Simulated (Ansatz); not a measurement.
## Finding the fault: Zr2CO2 MXene, 4 layers (80 atoms)

Program: Ansatz 0.2.0. The cell: 16 C, 32 Zr and 32 O.

Input file input.yaml:

```yaml
crystal:
  lattice:
    - [6.7524, 0.0, 0.0]
    - [-3.3762, 5.84775, 0.0]
    - [0.0, 0.0, 40.78]
  atoms:
    - { symbol: C, position: [0.00404, 0.00017, 0.22835] }
    - { symbol: Zr, position: [0.16704, 0.33497, 0.26193] }
    - { symbol: Zr, position: [0.33202, 0.1635, 0.19448] }
    - { symbol: O, position: [0.33551, 0.16654, 0.28419] }
    - { symbol: O, position: [0.16881, 0.33586, 0.17151] }
    - { symbol: C, position: [0.00351, 0.50165, 0.2282] }
    - { symbol: Zr, position: [0.16715, 0.83519, 0.26144] }
    - { symbol: Zr, position: [0.33121, 0.66489, 0.19415] }
    - { symbol: O, position: [0.33593, 0.66698, 0.28433] }
    - { symbol: O, position: [0.16337, 0.83428, 0.17136] }
    - { symbol: C, position: [0.49751, 0.99558, 0.2283] }
    - { symbol: Zr, position: [0.6677, 0.33459, 0.26154] }
    - { symbol: Zr, position: [0.83174, 0.16714, 0.19407] }
    - { symbol: O, position: [0.83438, 0.1682, 0.28441] }
    - { symbol: O, position: [0.66602, 0.33446, 0.17153] }
    - { symbol: C, position: [0.49717, 0.49893, 0.22794] }
    - { symbol: Zr, position: [0.66697, 0.83423, 0.26152] }
    - { symbol: Zr, position: [0.83586, 0.66864, 0.19466] }
    [... 56 atom lines left out ...]
    - { symbol: O, position: [0.66543, 0.33157, 0.71491] }
    - { symbol: C, position: [0.50245, 0.49967, 0.77168] }
    - { symbol: Zr, position: [0.66781, 0.83435, 0.80599] }
    - { symbol: Zr, position: [0.83633, 0.66926, 0.73823] }
    - { symbol: O, position: [0.83647, 0.66944, 0.82837] }
    - { symbol: O, position: [0.66664, 0.83308, 0.71548] }
kpoints:
  mp_grid: { grid: [2, 2, 1] }
hamiltonian:
  xc: pbe
  dispersion: d4
scf:
  occupations: { method: gaussian, width: 0.025 }
  max_iter: 60
output:
  forces: true
basis:
  ecutrho_ratio: 0
```

On the command line:

```
> ansatz run input.yaml --threads 8 --pin off --max-ram 15872MiB --backend cpu --events-out ev --progress --plain --runs-dir out
```

Output:

```text
Error: invalid value for `basis.ecutrho_ratio`: must be in [1, 1024]; got 0
```

Wall time 0.05 s (8 threads of Arm Neoverse V2, shared host); peak memory 0.074 GiB.

**Question.** What is wrong with this input, and how is it mended?

A density cutoff under the waves' own: basis.ecutrho_ratio = 0.

The fix is to take out basis.ecutrho_ratio.

The program refused it before any cycle.

[Logs are printed without paths, hosts, clocks, repeated set-up lines and the standing remarks that a program may print on its own settings, such as how far it seeks lower states.]

[Hosts, paths, dates, database ids (printed as entryN), source tags and the programs' standing remarks are cut or masked in the printed files.]
